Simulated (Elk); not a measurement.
# AlFe3: orders under volume

Aim: follow moments and order energies of AlFe3 with volume.

Method: PBEsol; all-electron APW+lo, Dirac cores, scalar-relativistic bands, in Elk 11.2.3 (patched build).

## 1. Set-up

It takes space group Fm-3m (No. 225, cubic). The conventional cell has a = 5.774 Å, b = 5.774 Å, c = 5.774 Å, α = 90.00°, β = 90.00°, γ = 90.00°. Nearest to Al lie 8 Fe at 2.50 Å. Fe has 8 Fe at 2.50 Å nearest. Fe has 4 Al at 2.50 Å and 4 Fe at 2.50 Å nearest. Farther neighbours are not listed.

The cell comes from a database of computed structures and need not be the stable phase.

## 2. Factor 0.94, start ferro +++

The series opens at one end, with each start in turn.

All lengths scale alike; the factor is that of the volume. Atoms keep their fractional places. The sphere radii are fixed at values that fit the tightest cell, so that all points share one basis rule.

Moments are seeded by fields in the spheres (the last three columns under atoms), set against the wanted direction and reduced each loop.

elk.in reads:

```
! muffin-tin radii typed in the species files (bohr): Fe 2.2793, Al 2.0893
tasks
  0

xctype
  22

rgkmax
  7.0

nempty
  14

swidth
  0.003

reducebf
  0.5

epsengy
  1e-05

maxscl
  100

lmaxi
  2

spinpol
  .true.

sppath
  './'

avec
  0.00000000000 5.34453163358 5.34453163358
  5.34453163358 0.00000000000 5.34453163358
  5.34453163358 5.34453163358 0.00000000000

atoms
  2
  'Al.in'
  1
  0.0000000000 0.0000000000 0.0000000000   0.000000 0.000000 0.000000
  'Fe.in'
  3
  0.5000000000 0.5000000000 0.5000000000   0.000000 0.000000 -0.140000
  0.2500000000 0.2500000000 0.2500000000   0.000000 0.000000 -0.140000
  0.7500000000 0.7500000000 0.7500000000   0.000000 0.000000 -0.140000

ngridk
  8 8 8
```

On the command line:

```console
$ OMP_NUM_THREADS=4 elk
```

Numbers of over 12 decimals in the logs are rounded to 6 here.

Log:

```text
Warning(gndstate): core states of species 1 leak from the muffin-tin :   0.8907261089E-03

--- INFO.OUT ---
┌─────────────────────────┐
│ Elk code version 11.2.3 │
└─────────────────────────┘

All units are atomic (Hartree, Bohr, etc.)

┌─────────────────────────────────────────────────┐
│ Ground-state run starting from atomic densities │
└─────────────────────────────────────────────────┘

Lattice vectors :
   0.000000000       5.344531634       5.344531634
   5.344531634       0.000000000       5.344531634
   5.344531634       5.344531634       0.000000000

Species : 1 (Al)
 parameters loaded from : Al.in
 name : aluminium
 nuclear charge    :   -13.00000000
 electronic charge :    13.00000000
 atomic mass :    49184.33496
 muffin-tin radius :    2.089300000
 number of radial points in muffin-tin :    793
 inner part over the whole radius :   0.9976705480E-02
 number on inner part of muffin-tin    :    552
 approximate nuclear radius :   0.5839653600E-04
 number of mesh points to nuclear radius :    245
 atomic positions (lattice), magnetic fields (Cartesian) :
  1 :   0.00000000  0.00000000  0.00000000    0.00000000  0.00000000  0.00000000

Species : 2 (Fe)
 parameters loaded from : Fe.in
 name : iron
 nuclear charge    :   -26.00000000
 electronic charge :    26.00000000
 atomic mass :    101799.2075
 muffin-tin radius :    2.279300000
 number of radial points in muffin-tin :    993
 inner part over the whole radius :   0.9891682584E-02
 number on inner part of muffin-tin    :    699
 approximate nuclear radius :   0.7160107270E-04
 number of mesh points to nuclear radius :    333
 atomic positions (lattice), magnetic fields (Cartesian) :
  1 :   0.50000000  0.50000000  0.50000000    0.00000000  0.00000000 -0.14000000
  2 :   0.25000000  0.25000000  0.25000000    0.00000000  0.00000000 -0.14000000
  3 :  -0.25000000 -0.25000000 -0.25000000    0.00000000  0.00000000 -0.14000000

Total number of atoms per unit cell :    4
Total muffin-tin volume :    187.0063404
 ratio of muffin-tin to unit cell volume :   0.6124877117

Spin treatment :
 spin-polarised
 global magnetic field (Cartesian) :    0.000000000       0.000000000       0.000000000
 collinear magnetisation in z-direction

Number of Bravais lattice symmetries :   48
Number of crystal symmetries         :   48
Crystal has inversion symmetry
Real symmetric eigensolver will be used

k-point grid :      8     8     8
k-point offset :    0.000000000       0.000000000       0.000000000
k-point set is reduced with full crystal symmetry group
Total number of k-points :       29

Muffin-tin radius times maximum |G+k| :    7.000000000
 using average radius
Maximum |G+k| for APW functions       :    3.136481764
Maximum (1/2)|G+k|²                   :    4.918758927
Maximum |G| for potential and density :    12.00000000
Constant for pseudocharge density :    7
 order of it for each species :   14  14
 order of it for pair densities of each species (exact exchange by exxq0 0: 14) :    8  10
Radial integration step length :    1

G-vector grid sizes :     30    30    30
Number of G-vectors :     8873

Maximum angular momentum used for
 APW functions            :    8
 outer part of muffin-tin :    6
 inner part of muffin-tin :    2

Number of empty states         :     56
Total number of valence states :    170
Total number of core states    :     34

Third-order local-orbitals added for an l without core states : T
Total number of local-orbitals :     79

Exchange-correlation functional :     22     0     0
 PBEsol, Phys. Rev. Lett. 100, 136406 (2008)
 gradient requirement :    1
 generalised gradient approximation (GGA)

Smearing type :    3
 Fermi-Dirac
Smearing width :   0.3000000000E-02
Effective electronic temperature (K) :    947.3250744

Mixing type :    3
 Broyden mixing, J. Phys. A: Math. Gen. 17, L317 (1984)

Kohn-Sham potential initialised from atomic data

┌──────────────────────────────┐
│ Self-consistent loop started │
└──────────────────────────────┘

┌─────────────────┐
│ Loop number : 1 │
└─────────────────┘

Energies :
 Fermi                       :     0.257594
 sum of occupied eigenvalues :     -2338.7680637259
 electron kinetic            :      4104.0887639221
 core electron kinetic       :      3624.8331827003
 Coulomb                     :     -7979.6364044352
 Coulomb potential           :     -6203.5256322261
 nuclear-nuclear             :     -726.70411525787
 electron-nuclear            :     -8329.5963700910
 Hartree                     :      1076.6640809137
 Madelung                    :     -4877.8735883221
 xc potential                :     -238.98045807587
 xc effective B-field        :    -0.307208
 external B-field            :      0.000000
 exchange                    :     -177.48437779317
 correlation                 :     -4.733337
 electron entropic           :    -0.30114851658284E-02
 total energy                :     -4057.7683666480
 (external B-field energy excluded from total)

Density of states at Fermi energy :    103.5892526
 (states/Hartree/unit cell)

Estimated indirect band gap :   0.8775126676E-03
 from k-point 23 to k-point 4
Estimated direct band gap   :   0.2533290679E-02
 at k-point 19

Charges :
 core                        :    34.00000000
 valence                     :    57.00000000
 interstitial                :    5.019282221
 muffin-tins (core leakage)
  species : 1 (Al)
   atom 1                    :    11.18389867     (  0.9503125777E-03)
  species : 2 (Fe)
   atom 1                    :    24.87831820     ( -0.2228408462E-06)
   atom 2                    :    24.95925046     ( -0.2228405407E-06)
   atom 3                    :    24.95925046     ( -0.2228405407E-06)
 total in muffin-tins        :    85.98071778
 total calculated charge     :    90.99849701
 total charge                :    91.00000000
 error                       :   0.1502990223E-02

Moments :
 interstitial                :  -0.1450617511
 muffin-tins
  species : 1 (Al)
   atom 1                    :  -0.6587784690E-01
  species : 2 (Fe)
   atom 1                    :    2.361829304
   atom 2                    :    2.154744992
   atom 3                    :    2.154744992
 total in muffin-tins        :    6.605441440
 total moment                :    6.460379689

[... earlier loops left out ...]

┌──────────────────┐
│ Loop number : 26 │
└──────────────────┘

Energies :
 Fermi                       :     0.344120
 sum of occupied eigenvalues :     -2332.2855880350
 electron kinetic            :      4109.0826047788
 core electron kinetic       :      3625.2249815357
 Coulomb                     :     -7983.8307328754
 Coulomb potential           :     -6202.3923246533
 nuclear-nuclear             :     -726.70411525787
 electron-nuclear            :     -8339.1485229909
 Hartree                     :      1082.0219053735
 Madelung                    :     -4882.6345705487
 xc potential                :     -238.72997399482
 xc effective B-field        :    -0.245894
 external B-field            :      0.000000
 exchange                    :     -177.79974694077
 correlation                 :     -4.738623
 electron entropic           :    -0.30897805825776E-02
 total energy                :     -4057.2895874733
 (external B-field energy excluded from total)

Density of states at Fermi energy :    102.3176994
 (states/Hartree/unit cell)

Estimated indirect band gap :   0.2266860619E-03
 from k-point 16 to k-point 29
Estimated direct band gap   :   0.4851085570E-02
 at k-point 27

Charges :
 core                        :    34.00000000
 valence                     :    57.00000000
 interstitial                :    4.896419139
 muffin-tins (core leakage)
  species : 1 (Al)
   atom 1                    :    11.22593385     (  0.8907261089E-03)
  species : 2 (Fe)
   atom 1                    :    24.91862790     ( -0.2228413329E-06)
   atom 2                    :    24.97950955     ( -0.2228407112E-06)
   atom 3                    :    24.97950955     ( -0.2228407112E-06)
 total in muffin-tins        :    86.10358086
 total calculated charge     :    90.99855105
 total charge                :    91.00000000
 error                       :   0.1448945109E-02

Moments :
 interstitial                :  -0.1527702270
 muffin-tins
  species : 1 (Al)
   atom 1                    :  -0.6444069325E-01
  species : 2 (Fe)
   atom 1                    :    2.325054198
   atom 2                    :    1.767542461
   atom 3                    :    1.767542461
 total in muffin-tins        :    5.795698426
 total moment                :    5.642928199

┌──────────────────────────────┐
│ Self-consistent loop stopped │
└──────────────────────────────┘

Warning : core states of species 1 leak from the muffin-tin :   0.8907261089E-03

Wrote STATE.OUT
```

The job ended after 2.8 min (4 threads of Arm Neoverse V1, shared host; peak memory 0.39 GiB).

Spin moment in the muffin-tin sphere by atom:

```
atom  spin moment in the muffin-tin sphere (μB)
 Al1                                      -0.06
 Fe2                                       2.33
 Fe3                                       1.77
 Fe4                                       1.77
```

Numbers from this step:

| Quantity | Value |
| --- | --- |
| density of states at the Fermi level | 3.760 states/eV/cell |
| moment between the spheres | -0.1528 μB |
| magnetization | 5.643 μB |
| final state | ferromagnetic |

After 26 cycles the largest moment stands at 2.33 μB.

## 3. Factor 0.94, start ferri +--

elk.in, as its differences from that of step 2:

```diff
@@ -47,4 +47,4 @@
   0.5000000000 0.5000000000 0.5000000000   0.000000 0.000000 -0.140000
-  0.2500000000 0.2500000000 0.2500000000   0.000000 0.000000 -0.140000
-  0.7500000000 0.7500000000 0.7500000000   0.000000 0.000000 -0.140000
+  0.2500000000 0.2500000000 0.2500000000   0.000000 0.000000 0.140000
+  0.7500000000 0.7500000000 0.7500000000   0.000000 0.000000 0.140000
```

On the command line:

```console
$ OMP_NUM_THREADS=4 elk
```

Log:

```text
Warning(gndstate): core states of species 1 leak from the muffin-tin :   0.8907261279E-03

--- INFO.OUT ---
┌─────────────────────────┐
│ Elk code version 11.2.3 │
└─────────────────────────┘

All units are atomic (Hartree, Bohr, etc.)

┌─────────────────────────────────────────────────┐
│ Ground-state run starting from atomic densities │
└─────────────────────────────────────────────────┘

Lattice vectors :
   0.000000000       5.344531634       5.344531634
   5.344531634       0.000000000       5.344531634
[...]
error                       :   0.1448943966E-02

Moments :
 interstitial                :   0.1527711435
 muffin-tins
  species : 1 (Al)
   atom 1                    :   0.6444112358E-01
  species : 2 (Fe)
   atom 1                    :   -2.325059228
   atom 2                    :   -1.767549369
   atom 3                    :   -1.767549369
 total in muffin-tins        :   -5.795716843
 total moment                :   -5.642945699

┌──────────────────────────────┐
│ Self-consistent loop stopped │
└──────────────────────────────┘

Warning : core states of species 1 leak from the muffin-tin :   0.8907261279E-03

Wrote STATE.OUT

[key lines of the parts left out:]
total energy                :     -4057.2895845105
```

The job ended after 2.9 min (4 threads; peak memory 0.43 GiB; 11 min of CPU time).

Spin moment in the muffin-tin sphere by atom:

```
atom  spin moment in the muffin-tin sphere (μB)
 Al1                                       0.06
 Fe2                                      -2.33
 Fe3                                      -1.77
 Fe4                                      -1.77
```

This step gave:

| Property | Result |
| --- | --- |
| density of states at the Fermi level | 3.760 states/eV/cell |
| moment between the spheres | 0.1528 μB |
| magnetization | -5.643 μB |
| final state | ferromagnetic |

On 1 Fe atom the moment turned against its typed sign.

It lies level with the parallel start, and its largest moment is 2.33 μB against 2.33 μB.

## 4. Factor 0.94, start no spin polarisation

elk.in reads:

```
! muffin-tin radii typed in the species files (bohr): Fe 2.2793, Al 2.0893
tasks
  0

xctype
  22

rgkmax
  7.0

nempty
  14

swidth
  0.003

epsengy
  1e-05

maxscl
  100

lmaxi
  2

sppath
  './'

avec
  0.00000000000 5.34453163358 5.34453163358
  5.34453163358 0.00000000000 5.34453163358
  5.34453163358 5.34453163358 0.00000000000

atoms
  2
  'Al.in'
  1
  0.0000000000 0.0000000000 0.0000000000   0.000000 0.000000 0.000000
  'Fe.in'
  3
  0.5000000000 0.5000000000 0.5000000000   0.000000 0.000000 0.000000
  0.2500000000 0.2500000000 0.2500000000   0.000000 0.000000 0.000000
  0.7500000000 0.7500000000 0.7500000000   0.000000 0.000000 0.000000

ngridk
  8 8 8
```

On the command line:

```console
$ OMP_NUM_THREADS=4 elk
```

Log:

```text
Warning(gndstate): core states of species 1 leak from the muffin-tin :   0.8883746527E-03

--- INFO.OUT ---
┌─────────────────────────┐
│ Elk code version 11.2.3 │
└─────────────────────────┘

All units are atomic (Hartree, Bohr, etc.)

┌─────────────────────────────────────────────────┐
│ Ground-state run starting from atomic densities │
└─────────────────────────────────────────────────┘

Lattice vectors :
   0.000000000       5.344531634       5.344531634
   5.344531634       0.000000000       5.344531634
[...]
species : 2 (Fe)
   atom 1                    :    24.92698515     ( -0.2228409155E-06)
   atom 2                    :    24.97943252     ( -0.2228409155E-06)
   atom 3                    :    24.97943252     ( -0.2228409155E-06)
 total in muffin-tins        :    86.10059976
 total calculated charge     :    90.99842748
 total charge                :    91.00000000
 error                       :   0.1572524773E-02

┌──────────────────────────────┐
│ Self-consistent loop stopped │
└──────────────────────────────┘

Warning : core states of species 1 leak from the muffin-tin :   0.8883746527E-03

Wrote STATE.OUT

[key lines of the parts left out:]
total energy                :     -4057.2609836454
```

Wall time 13 s (4 threads); peak memory 0.13 GiB.

Read from the output:

```
density of states at the Fermi level : 9.367 states/eV/cell
final state                          : non-magnetic (no spin polarisation)
```

It lies 259 meV a seeded atom over the parallel start.

## 5. Factor 1.1, start ferro +++

The other end of the series.

elk.in reads:

```
! muffin-tin radii typed in the species files (bohr): Fe 2.2793, Al 2.0893
tasks
  0

xctype
  22

rgkmax
  7.0

nempty
  14

swidth
  0.003

reducebf
  0.5

epsengy
  1e-05

maxscl
  100

lmaxi
  2

spinpol
  .true.

sppath
  './'

avec
  0.00000000000 5.63202528362 5.63202528362
  5.63202528362 0.00000000000 5.63202528362
  5.63202528362 5.63202528362 0.00000000000

atoms
  2
  'Al.in'
  1
  0.0000000000 0.0000000000 0.0000000000   0.000000 0.000000 0.000000
  'Fe.in'
  3
  0.5000000000 0.5000000000 0.5000000000   0.000000 0.000000 -0.140000
  0.2500000000 0.2500000000 0.2500000000   0.000000 0.000000 -0.140000
  0.7500000000 0.7500000000 0.7500000000   0.000000 0.000000 -0.140000

ngridk
  8 8 8
```

On the command line:

```console
$ OMP_NUM_THREADS=4 elk
```

Log:

```text
Warning(gndstate): core states of species 1 leak from the muffin-tin :   0.8631117054E-03

--- INFO.OUT ---
┌─────────────────────────┐
│ Elk code version 11.2.3 │
└─────────────────────────┘

All units are atomic (Hartree, Bohr, etc.)

┌─────────────────────────────────────────────────┐
│ Ground-state run starting from atomic densities │
└─────────────────────────────────────────────────┘

Lattice vectors :
   0.000000000       5.632025284       5.632025284
   5.632025284       0.000000000       5.632025284
[...]
error                       :   0.1226905877E-02

Moments :
 interstitial                :  -0.2083187187
 muffin-tins
  species : 1 (Al)
   atom 1                    :  -0.7918100757E-01
  species : 2 (Fe)
   atom 1                    :    2.509004796
   atom 2                    :    2.272524954
   atom 3                    :    2.272524954
 total in muffin-tins        :    6.974873696
 total moment                :    6.766554977

┌──────────────────────────────┐
│ Self-consistent loop stopped │
└──────────────────────────────┘

Warning : core states of species 1 leak from the muffin-tin :   0.8631117054E-03

Wrote STATE.OUT

[key lines of the parts left out:]
total energy                :     -4057.2685732456
```

It took 3 min on 4 threads; peak memory 0.42 GiB; 11 min of CPU time.

This step gave:

| Property | Result |
| --- | --- |
| density of states at the Fermi level | 4.831 states/eV/cell |
| moment between the spheres | -0.2083 μB |
| magnetization | 6.767 μB |
| final state | ferromagnetic |
| largest moment | 2.509 μB |

After 26 cycles the largest moment stands at 2.51 μB.

## 6. An attempt with other settings

An input with a fault is tried, to see how the program answers.

elk.in, as its differences from that of step 2:

```diff
@@ -1,2 +1 @@
-! muffin-tin radii typed in the species files (bohr): Fe 2.2793, Al 2.0893
 tasks
@@ -23,3 +22,3 @@
 maxscl
-  100
+  60
 
@@ -35,5 +34,5 @@
 avec
-  0.00000000000 5.34453163358 5.34453163358
-  5.34453163358 0.00000000000 5.34453163358
-  5.34453163358 5.34453163358 0.00000000000
+  0.00000000000 5.45590794523 5.45590794523
+  5.45590794523 0.00000000000 5.45590794523
+  5.45590794523 5.45590794523 0.00000000000
 
@@ -51,2 +50,2 @@
 ngridk
-  8 8 8
+  0 0 0
```

On the command line:

```console
$ OMP_NUM_THREADS=4 elk
```

Log:

```text
┌─────────────────────────────────┐
│ Elk code version 11.2.3 started │
└─────────────────────────────────┘

Error(readinput): invalid ngridk : 0 0 0
```

Run time: 0.01 s. Hardware: 4 threads; peak memory 0.05 GiB.

The program refused the input before any cycle.

The program's message: “Error(readinput): invalid ngridk : 0 0 0”

The fault put into the input: a mesh of zeros.

Each count of the mesh must be at least 1.

## 7. The series

The largest sphere moment, ferro +++ = ferri +-- by volume:

```
volume (factor)  largest sphere moment, ferro +++ = ferri +-- (μB)
         0.9400                                               2.33
         0.9700                                               2.38
         1.0000                                               2.42
         1.0300                                               2.44
         1.0600                                               2.47
         1.1000                                               2.51
```

Table of energy less that of the parallel start by volume; values in meV a seeded atom:

```
volume (factor)  ferri +--  no spin polarisation
         0.9400     0.0269                   259
         0.9700    0.00666                   295
         1.0000     0.0551                   330
         1.0300     0.0196                   366
         1.0600    -0.0398                   400
         1.1000    -0.0299                   450
```

Energy over the lowest against volume; values in meV an atom:

```
volume (factor)  ferro +++  ferri +--  no spin polarisation
         0.9400          0     0.0202                   195
         0.9700       4.49       4.50                   226
         1.0000       24.2       24.2                   272
         1.0300       51.4       51.4                   326
         1.0600       85.8       85.8                   386
         1.1000        143        143                   480
```

## 8. Outcome

| Item | Value |
| --- | --- |
| moment, parallel start | 2.33 to 2.51 μB |
| states met from spin-polarised starts | ferromagnetic |

The moment of the parallel start goes from 2.33 μB at 0.94 to 2.51 μB at 1.1. The total energy is lowest at an end of the series, so its minimum is not bracketed. The spinless run goes from 259 to 450 meV a seeded atom against the parallel start.

[Logs and program files are shortened in this print: banners, set-up blocks, solver, clock and traceback lines can be left out without a mark of their own.]

[Logs are printed without paths, hosts, clocks, repeated set-up lines and the standing remarks that a program may print on its own settings, such as how far it seeks lower states.]

[Hosts, paths, dates, database ids (printed as entryN), source tags and the programs' standing remarks are cut or masked in the printed files.]

[Where a cell is said to come from a database of computed structures, the database is the Materials Project.]
